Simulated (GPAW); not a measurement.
Consider SiO2 (Stishovite, P4_2/mnm).

```xyz
6
Lattice="4.1773 0.0000 0.0000 0.0000 4.1773 0.0000 0.0000 0.0000 2.6652" Properties=species:S:1:pos:R:3 pbc="T T T"
Si    2.0886    2.0886    1.3326
Si    0.0000    0.0000    0.0000
O     3.3665    0.8108    1.3326
O     2.8995    2.8995    0.0000
O     0.8108    3.3665    1.3326
O     1.2778    1.2778    0.0000
```

Absorber: atom 1, with 4 O at 1.76 Å and 2 O at 1.81 Å (octahedral, site symmetry mmm). Method: GPAW, PBE, full core hole (charged cell), 12-atom cell with 5.0 Å between holes, 6×6×6 k points, dipole transitions, Gaussian full width 0.9 eV up to 4 eV, rising linearly to 3.5 eV at 25 eV.

**Question.** What does the Si K edge look like?

Main maxima up to 24 eV above the zero (height): 5.5 eV (4.42). A K edge sees empty p states on the absorber. The total-energy difference plus the lowest empty eigenvalue puts the zero at 1856.67 eV. One term is added: -14.97 eV, since the hole is spin-paired here and a spin-polarised one costs that much less in the free atom (computed apart). The photon energy is then 1841.70 eV. The tabulated edge of the element is 1839 eV. The functional and the charged cell's background leave an error of a few eV in such absolute values.

The Si K spectrum (energy from the lowest empty level; intensity scaled to a mean of 1 over the first 20 eV; polarised curves are means over the symmetry-equivalent atoms):

```csv
E (eV),isotropic,ε ⊥ c,ε ∥ c
-2.0,0.00,0.00,0.00
-1.5,0.00,0.00,0.00
-1.0,0.00,0.00,0.00
-0.5,0.00,0.00,0.00
0.0,0.01,0.01,0.00
0.5,0.02,0.03,0.01
1.0,0.07,0.09,0.02
1.5,0.11,0.15,0.03
2.0,0.10,0.14,0.03
2.5,0.06,0.08,0.02
3.0,0.46,0.60,0.19
3.5,1.98,2.47,1.01
4.0,3.22,3.80,2.08
4.5,3.52,4.10,2.35
5.0,3.98,4.85,2.22
5.5,4.42,5.29,2.67
6.0,3.83,3.96,3.58
6.5,2.61,1.83,4.18
7.0,1.70,0.69,3.73
7.5,1.14,0.47,2.49
8.0,0.94,0.54,1.74
8.5,0.92,0.59,1.59
9.0,0.88,0.65,1.35
9.5,0.84,0.75,1.04
10.0,0.80,0.77,0.86
10.5,0.73,0.68,0.82
11.0,0.65,0.57,0.83
11.5,0.59,0.48,0.81
12.0,0.52,0.41,0.72
12.5,0.44,0.35,0.61
13.0,0.40,0.32,0.54
13.5,0.39,0.32,0.52
14.0,0.39,0.32,0.52
14.5,0.38,0.32,0.51
15.0,0.37,0.32,0.48
15.5,0.35,0.30,0.44
16.0,0.34,0.30,0.41
16.5,0.32,0.30,0.36
17.0,0.32,0.32,0.31
17.5,0.32,0.35,0.27
18.0,0.34,0.38,0.25
18.5,0.36,0.42,0.24
19.0,0.39,0.46,0.26
19.5,0.42,0.49,0.28
20.0,0.43,0.50,0.30
20.5,0.44,0.50,0.31
21.0,0.44,0.49,0.33
21.5,0.44,0.48,0.34
22.0,0.43,0.47,0.35
22.5,0.42,0.46,0.35
23.0,0.42,0.45,0.35
23.5,0.41,0.44,0.36
24.0,0.42,0.44,0.37
24.5,0.42,0.44,0.39
25.0,0.43,0.44,0.41
25.5,0.44,0.45,0.43
26.0,0.45,0.45,0.44
26.5,0.44,0.45,0.43
27.0,0.43,0.44,0.42
```

The holes are only 5.0 Å apart, so the shape is probably not converged with cell size; no larger cell was run here. The mesh is coarse (0.26 Å⁻¹ between points), so small maxima may be mesh ripples. The structure is a published determination, not relaxed.

[Banner, clock and machine lines of the logs are left out without a mark of their own.]

[Logs are printed without paths, hosts, clocks, repeated set-up lines and the standing remarks that a program may print on its own settings, such as how far it seeks lower states.]

[Hosts, paths, dates, database ids (printed as entryN), source tags and the programs' standing remarks are cut or masked in the printed files.]

[Lists of maxima count a maximum above −3 eV only where it reaches 4 % of the highest in the window and stands out from its surroundings by 2 % of it (1.5 % where it reaches 55 %); shoulders and weaker maxima are passed over, and of the rest the first, up to two pre-edge ones and the few strongest are named.]
